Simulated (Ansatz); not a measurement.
# G0W0 on several functionals: Sr3AlN3 (P6_3/m)

Aim: G0W0 for Sr3AlN3 (P6_3/m) on several starting functionals, at one mesh, band count and screening cutoff.

Method: G0W0 on several functionals, plane waves, PAW, in Ansatz 0.2.0.

## 1. The structure

The structure is hexagonal, space group P6_3/m (No. 176). The conventional cell has a = 7.661 Å, b = 7.661 Å, c = 5.396 Å, α = 90.00°, β = 90.00°, γ = 120.00°. Nearest to Sr lie 5 N at 2.55 to 2.83 Å. Al has 3 N at 1.86 Å nearest. N has 1 Al at 1.86 Å and 5 Sr at 2.55 to 2.83 Å nearest. Farther neighbours and most contacts between anions are not listed.

Structure file:

```cif
data_structure
_symmetry_space_group_name_H-M 'P 1'
_symmetry_Int_Tables_number 1
_cell_length_a 7.6614
_cell_length_b 7.6614
_cell_length_c 5.3959
_cell_angle_alpha 90.000
_cell_angle_beta 90.000
_cell_angle_gamma 120.000
_cell_volume 274.29
loop_
_atom_site_label
_atom_site_type_symbol
_atom_site_fract_x
_atom_site_fract_y
_atom_site_fract_z
_atom_site_occupancy
Sr1 Sr 0.92782 0.64065 0.25000 1
Sr2 Sr 0.71283 0.07218 0.25000 1
Sr3 Sr 0.35935 0.28718 0.25000 1
Sr4 Sr 0.07218 0.35935 0.75000 1
Sr5 Sr 0.28718 0.92782 0.75000 1
Sr6 Sr 0.64065 0.71283 0.75000 1
Al7 Al 0.66667 0.33333 0.75000 1
Al8 Al 0.33333 0.66667 0.25000 1
N9 N 0.89393 0.58950 0.75000 1
N10 N 0.69557 0.10607 0.75000 1
N11 N 0.41050 0.30443 0.75000 1
N12 N 0.10607 0.41050 0.25000 1
N13 N 0.30443 0.89393 0.25000 1
N14 N 0.58950 0.69557 0.25000 1
```

The cell and positions are those that the Materials Project relaxed with its own functionals (PBE, PBE+U or r2SCAN), kept fixed.

## 2. G0W0 on LDA

G0W0 replaces the xc potential by the self-energy, built once from these orbitals. Only a window of levels is corrected, while the sums run over the empty bands that the input names. This step takes PAW set soft_1 files.

This step: G0W0 on LDA, plane waves, PAW; PAW set soft_1.

File input.yaml:

```yaml
crystal:
  lattice:
    - [7.6614142586, 0.0, 0.0]
    - [-3.8307071293, 6.6349793769, 0.0]
    - [0.0, 0.0, 5.395857]
  atoms:
    - { symbol: Sr, position: [0.927824, 0.640649, 0.25] }
    - { symbol: Sr, position: [0.712825, 0.072176, 0.25] }
    - { symbol: Sr, position: [0.359351, 0.287175, 0.25] }
    - { symbol: Sr, position: [0.072176, 0.359351, 0.75] }
    - { symbol: Sr, position: [0.287175, 0.927824, 0.75] }
    - { symbol: Sr, position: [0.640649, 0.712825, 0.75] }
    - { symbol: Al, position: [0.66666667, 0.33333333, 0.75] }
    - { symbol: Al, position: [0.33333333, 0.66666667, 0.25] }
    - { symbol: "N", position: [0.893933, 0.589504, 0.75] }
    - { symbol: "N", position: [0.695571, 0.106067, 0.75] }
    - { symbol: "N", position: [0.410496, 0.304429, 0.75] }
    - { symbol: "N", position: [0.106067, 0.410496, 0.25] }
    - { symbol: "N", position: [0.304429, 0.893933, 0.25] }
    - { symbol: "N", position: [0.589504, 0.695571, 0.25] }
kpoints:
  mp_grid: { grid: [3, 3, 4] }
hamiltonian:
  xc: lda
  pseudopotentials: { kind: paw, azcp: { folder: soft_1 }, xc_functional: pbe }
scf:
  occupations: { method: fixed }
gw:
  n_empty_bands: 1031
  ecut_chi: 140.0
  qp_bands: [v4, c4]
  qp_kpoints: band_edges
  screening: { model: contour_deformation }
```

Launch:

```
$ ansatz run input.yaml --threads 2 --pin off --max-ram 92160MiB --backend cuda --events-out ev --progress --plain --runs-dir out --devices 1 --max-vram 13GiB
```

Numbers of over 12 decimals in the logs are rounded to 6 here.

Output:

```text
GPUs: using 1 of 1 available (devices: 1).
Engine: ansatz 0.2.0, x86_64-unknown-linux-gnu
Pseudopotentials: kind: paw
Pseudopotential: Sr, paw, valence charge 10, recommended cutoff 420 eV (normal), soft_1/Sr.paw.azcp
Pseudopotential: Al, paw, valence charge 3, recommended cutoff 420 eV (normal), soft_1/Al.paw.azcp
Pseudopotential: N, paw, valence charge 5, recommended cutoff 420 eV (normal), soft_1/N.paw.azcp
Functional definition: SPW92
  exchange = slater_x
  correlation = pw_c
device memory: the entry about to start is reckoned to put 3.1 GiB on a device that reports 16.9 GiB free (of which the cap on the GPU budget leaves the run 13.0 GiB)
GPU FFT provider: cuFFT
GPU libraries: cuBLAS 13.8.2, cuFFT 12.4.0, cuSOLVER 12.3.4
Crystal: 14 atoms, lattice volume = 274.289 Å³
Basis set: ecut = 420 eV, 5329 PW (Γ)
Bands: 62, of which v1, the nominal top of the filled ones, is band 48 counted from 1 (47 counted from 0)
Symmetry: 12 space group operations
Space group: P63/m (ITA 176), of the structure as read, at distance tolerance 6.5e-5 Å
k-points: 9 of 36
Non-local potential: Sr, projectors of the file, l = 0: 3, l = 1: 2, l = 2: 2
Non-local potential: Al, projectors of the file, l = 0: 2, l = 1: 2, l = 2: 1
Non-local potential: N, projectors of the file, l = 0: 2, l = 1: 2, l = 2: 1
PAW form: soft (Blöchl's): semilocal exchange-correlation on the pseudo side does not see the compensation charge
PAW frozen core: Sr, regenerated for the run's functional, and the local potential with it (the file was generated under x = pbe(κ = 0.804, μ = 0.219515), c = pbe(β = 0.066725))
PAW frozen core: Al, regenerated for the run's functional, and the local potential with it (the file was generated under x = pbe(κ = 0.804, μ = 0.219515), c = pbe(β = 0.066725))
PAW frozen core: N, regenerated for the run's functional, and the local potential with it (the file was generated under x = pbe(κ = 0.804, μ = 0.219515), c = pbe(β = 0.066725))
PAW one-centre angular grid: Sr, 110 points (default); XC on 64 Gauss nodes
PAW one-centre angular grid: Al, 110 points (default); XC on 64 Gauss nodes
PAW one-centre angular grid: N, 110 points (default); XC on 64 Gauss nodes
Initial density: superposition of atomic densities (chi_scale 0.1, normalization cell, long waves kept (reshape's long-wave potential 0.09 eV rms))
Initial wavefunctions: pseudopotential atomic-orbital guess
GPU buffer pool allocated for 116640 grid points (all kernels)
GPU transforms: local potential and band sums: pruned to the plane-wave sphere, on 54×54×40
Functional: x = slater, c = lda
SCF iter   1: F=—  HF=-23950.878844 eV  |F-HF|=—  |Δ(HF+E_count)|=         —  Δρ=4.04e-2  dr2=8.32e0  ethr=3.10e-3  ⟨swp⟩=5.9  Hψ=2168  notcnv=0  defer=101
preconditioner: auto → Resta (q_TF=auto, 2.290 Å⁻¹)  ε∞=3.3  [insulator: Δε(μ)=1.312 eV  Ē_g=13.618 eV  n_scr=56 (ndim 8)  ℏωp=20.5 eV  f_vac=0.000  ε∞_Penn≈3.3]
SCF iter   2: F=—  HF=-23948.765582 eV  |F-HF|=—  |Δ(HF+E_count)|=    2.11e0  Δρ=2.73e-2  dr2=2.38e0  ethr=3.10e-3  ⟨swp⟩=3.0  Hψ=858  notcnv=0  defer=103
SCF iter   3: F=—  HF=-23948.212966 eV  |F-HF|=—  |Δ(HF+E_count)|=   5.53e-1  Δρ=1.87e-2  dr2=1.55e0  ethr=2.47e-3  ⟨swp⟩=3.0  Hψ=762  notcnv=0  defer=98
SCF iter   4: F=—  HF=-23947.900723 eV  |F-HF|=—  |Δ(HF+E_count)|=   3.12e-1  Δρ=3.41e-3  dr2=3.40e-2  ethr=1.62e-3  ⟨swp⟩=2.3  Hψ=699  notcnv=0  defer=103
SCF iter   5: F=—  HF=-23947.901970 eV  |F-HF|=—  |Δ(HF+E_count)|=   1.25e-3  Δρ=6.09e-4  dr2=2.12e-3  ethr=3.54e-5  ⟨swp⟩=4.0  Hψ=1120  notcnv=0  defer=106
SCF iter   6: F=—  HF=-23947.902091 eV  |F-HF|=—  |Δ(HF+E_count)|=   1.21e-4  Δρ=1.72e-4  dr2=1.99e-4  ethr=2.21e-6  ⟨swp⟩=2.0  Hψ=863  notcnv=0  defer=106
SCF iter   7: F=—  HF=-23947.902138 eV  |F-HF|=—  |Δ(HF+E_count)|=   4.69e-5  Δρ=4.62e-5  dr2=7.25e-6  ethr=2.07e-7  ⟨swp⟩=2.0  Hψ=644  notcnv=0  defer=105
SCF iter   8: F=—  HF=-23947.902139 eV  |F-HF|=—  |Δ(HF+E_count)|=   1.20e-6  Δρ=1.17e-5  dr2=6.42e-7  ethr=7.56e-9  ⟨swp⟩=2.0  Hψ=860  notcnv=0  defer=101
SCF iter   9: F=-23947.902139 eV  HF=-23947.902139 eV  |F-HF|=1.36e-9  |Δ(HF+E_count)|=   1.72e-7  Δρ=2.35e-6  dr2=1.67e-8  ethr=1.04e-10  ⟨swp⟩=18.3  Hψ=3681  notcnv=0
SCF 1 converged in 9 iterations: F = -23947.902139 eV  dr2 = 1.67e-8
  greatest PAW one-centre occupation: 0.986 electrons in one spin orbital (limit 2), on the Sr atom at site 5 (counted from 0), in its partial waves of l = 0
device memory: the entry about to start is reckoned to put 3.7 GiB (of the 3.8 GiB reckoned in all, the device holds 0.1 GiB already) on a device that reports 20.7 GiB free (of which the cap on the GPU budget leaves the run 12.9 GiB)
NSCF: frozen V_eff on 9 k-points
the band table was solved once the SCF had ended and its energy, with any forces and stress, was formed, with the checks that follow a solve (2553 applications of the Hamiltonian). They found nothing against the state; the energy, forces and stress were not computed again (output.eigenvalues in the input reference)
device memory: the entry about to start is reckoned to put 6.6 GiB on a device that reports 14.9 GiB free (of which the cap on the GPU budget leaves the run 13.0 GiB)
NSCF: frozen V_eff on 9 k-points
G₀W₀ screening: q 1/9
[... further progress lines ...]
device memory: the entry about to start is reckoned to put 1.3 GiB on a device that reports 25.2 GiB free (of which the cap on the GPU budget leaves the run 13.0 GiB)
NSCF: frozen V_eff on 1 k-points
device memory: the entry about to start is reckoned to put 1.3 GiB on a device that reports 25.2 GiB free (of which the cap on the GPU budget leaves the run 13.0 GiB)
NSCF: frozen V_eff on 1 k-points
SCF converged after 9 iterations
Free energy (F): -23947.902139 eV
Harris-Foulkes:  -23947.902139 eV  (|F-HF|=1.36e-9)
Internal energy: -23947.902139 eV  (E = F + TS)
E sigma→0 (E₀):  -23947.902139 eV
Fermi energy:    6.913582 eV
--- Per-component energies (eV) ---
  E_band       = -483.147550
  E_kinetic    = 2205.844352
  E_local      = -5249.543988  (includes V_loc(G=0)·N_el)
  E_nonlocal   = 1663.048764
  E_hartree    = 1370.263311
  E_xc         = -1471.365977
  E_vxc        = -1444.583799  (∫ρ·V_xc dr)
  E_paw        = -17155.223101  (= ΣΔE_a)
  E_vpaw       = -398.446515  (= ΣTr[D̂ρ^β])
  E_aug_tail   = 0.004716  (compensation charges beyond the density's cutoff)
  E_ewald      = -5313.286723
  E_core_change = 2.356507  (= ΣΔE_core)
  E_smearing   = -0.000000  (= −TS)
  E_closure    = -0.000000  (closes the sum)
  Σ components = -23947.902139   (vs F -23947.902139, Δ=0.00e0)
--- Band table (eV; the first three rows and the last of 9) ---
  k-point 0: bands = [... 44 lower, 6.6417, 6.8246, 6.8246, 6.9136, 7.3594, 9.1184, 9.1359, 9.5293, ... 10 higher]
  k-point 1: bands = [... 44 lower, 6.5492, 6.5492, 6.6152, 6.8001, 8.0267, 8.9020, 9.2170, 9.5310, ... 10 higher]
  k-point 2: bands = [... 44 lower, 6.4289, 6.4289, 6.6391, 6.6391, 8.7091, 8.7091, 9.2334, 9.2334, ... 10 higher]
  k-point 8: bands = [... 44 lower, 6.3710, 6.3710, 6.3899, 6.3899, 8.8472, 8.8472, 9.4272, 9.4272, ... 10 higher]
--- G₀W₀: contour deformation, 8 samples at zero and on the imaginary axis and 2 off it, 36 q-points, 1031 empty bands' worth ---
  eigenvalues of the whole cell's RPA ε∞ on this k-mesh (on a slab, of 1 + 4πα/V) = 5.0625, 9.2289, 9.2289; static W/v taken at q = 0 is 0.127893
  bands read: the sum over 1079 bands ends inside a degenerate multiplet in 5 slots, whose members it reads at an even weight; the widest, k=2: bands 1077 to 1080 (counted from 1) at 3/4 each
  gw.qp_kpoints: band_edges: 9 of 9 stored k-points solved, in 1 pass; an edge of the gap read off the rows below is read off those points alone
  `?` marks the rows in doubt; gw_qp.tsv's column doubts and the gw_qp event give each row's grounds
    ik  band        ε_KS         Σx   Σc(E_QP)       V_xc       Z   E_QP_lin       E_QP  E_QP is
     0    45      6.6417   -18.8587     2.9229   -15.6301  0.6692     6.3280     6.3360  root
     0    46      6.8246   -19.3074     2.7591   -16.2541  0.6735     6.5237     6.5304  root
     0    47      6.8246   -19.3074     2.7591   -16.2541  0.6735     6.5237     6.5304  root
     0    48      6.9136   -19.6694     2.9691   -16.4284  0.6706     6.6360     6.6416  root
     0    49      7.3594    -6.8581    -3.1340   -10.2799  0.7468     7.6523     7.6472  root
     0    50      9.1184    -7.0105    -4.0582   -11.4592  0.7124     9.5240     9.5089  root
     0    51      9.1359    -5.8293    -4.0053   -10.3113  0.7418     9.6309     9.6127  root
     0    52      9.5293    -5.3441    -4.1909    -9.8401  0.7064     9.8428     9.8343  root
     1    45      6.5492   -19.4663     2.9585   -16.2152  0.6677     6.2495     6.2566  root
     1    46      6.5492   -19.4663     2.9585   -16.2152  0.6677     6.2495     6.2566  root
     1    47      6.6152   -19.0348     2.9991   -15.7295  0.6672     6.3012     6.3091  root
     1    48      6.8001   -19.3621     2.9587   -16.1233  0.6697     6.5138     6.5201  root
     1    49      8.0267    -6.9287    -3.2909   -10.5350  0.7393     8.3489     8.3421  root
     1    50      8.9020    -6.6291    -3.9574   -10.9976  0.7253     9.3304     9.3130  root
     1    51      9.2170    -6.4815    -3.9858   -10.8670  0.7187     9.6328     9.6167  root
     1    52      9.5310    -6.0557    -4.1750   -10.6841  0.7223    10.0054     9.9844  root ?
     2    45      6.4289   -19.2749     2.9881   -15.9975  0.6656     6.1323     6.1396  root
     2    46      6.4289   -19.2749     2.9881   -15.9975  0.6656     6.1323     6.1396  root
     2    47      6.6391   -19.1151     3.0049   -15.8133  0.6671     6.3345     6.3422  root
     2    48      6.6391   -19.1151     3.0049   -15.8133  0.6671     6.3345     6.3422  root
     2    49      8.7091    -7.1815    -3.8931   -11.5041  0.7215     9.1599     9.1385  root
     2    50      8.7091    -7.1815    -3.8931   -11.5041  0.7215     9.1599     9.1385  root
     2    51      9.2334    -4.8612    -3.9192    -9.0918  0.7334     9.5529     9.5448  root
     2    52      9.2334    -4.8612    -3.9192    -9.0918  0.7334     9.5529     9.5448  root
     3    45      6.6509   -19.0224     2.7633   -15.9567  0.6716     6.3411     6.3484  root
[...]
4    52      9.7352    -5.7950    -4.2081   -10.4607  0.7240    10.2132    10.1928  root ?
[...]
7    52      9.7945    -5.1968    -4.2679    -9.9231  0.7335    10.2732    10.2530  root ?
     8    45      6.3710   -18.8727     3.0542   -15.5341  0.6576     6.0788     6.0865  root
     8    46      6.3710   -18.8727     3.0542   -15.5341  0.6576     6.0788     6.0865  root
     8    47      6.3899   -19.1965     3.0223   -15.8935  0.6614     6.1022     6.1091  root
     8    48      6.3899   -19.1965     3.0223   -15.8935  0.6614     6.1022     6.1091  root
     8    49      8.8472    -7.0165    -3.9582   -11.3928  0.7198     9.2840     9.2653  root
     8    50      8.8472    -7.0165    -3.9582   -11.3928  0.7198     9.2840     9.2653  root
     8    51      9.4272    -5.4272    -4.0000    -9.8108  0.7246     9.8249     9.8107  root
     8    52      9.4272    -5.4272    -4.0000    -9.8108  0.7246     9.8249     9.8107  root
```

Run time: 98 s. Hardware: 1 × NVIDIA H100 80GB HBM3 (shared by 6 runs) with 2 threads of AMD EPYC 7R13 (Zen 3), shared host; peak memory 3.9 GiB; 2.4 min of CPU time.

Numbers from this step:

- bands summed: 1079
- RPA ε∞ on this mesh (eigenvalues): 5.062, 9.229, 9.229
- plane waves in the screening matrix: 1037
- q-points in the mesh: 36
- G0W0 gap on the mesh: 1.006 eV
- k of the valence top: 0, 0, 0
- k of the conduction bottom: 0, 0, 0
- starting gap on the mesh: 0.4458 eV
- Z at the valence top: 0.6706
- Z at the conduction bottom: 0.7468
- least direct G0W0 gap on the computed points: 1.006 eV

The gap on the mesh goes from 0.45 eV to 1.01 eV, a correction of +0.56 eV. Between the two edge states, bare exchange in place of the xc potential would open the gap by 6.66 eV, and correlation takes back 6.10 eV.

(Continued in part 2 of 2.)

[Paths, hosts, dates, memory and timing lines, banners, echoed tables and standing remarks are left out of the program output.]

[Logs are printed without paths, hosts, clocks, repeated set-up lines and the standing remarks that a program may print on its own settings, such as how far it seeks lower states.]

[Runs of the session that timed out or met a known fault of the program may be left out.]

[Cells called generated may have been cut or substituted from an entry of the Crystallography Open Database or the Materials Project.]

[Hosts, paths, dates, database ids (printed as entryN), source tags and the programs' standing remarks are cut or masked in the printed files.]
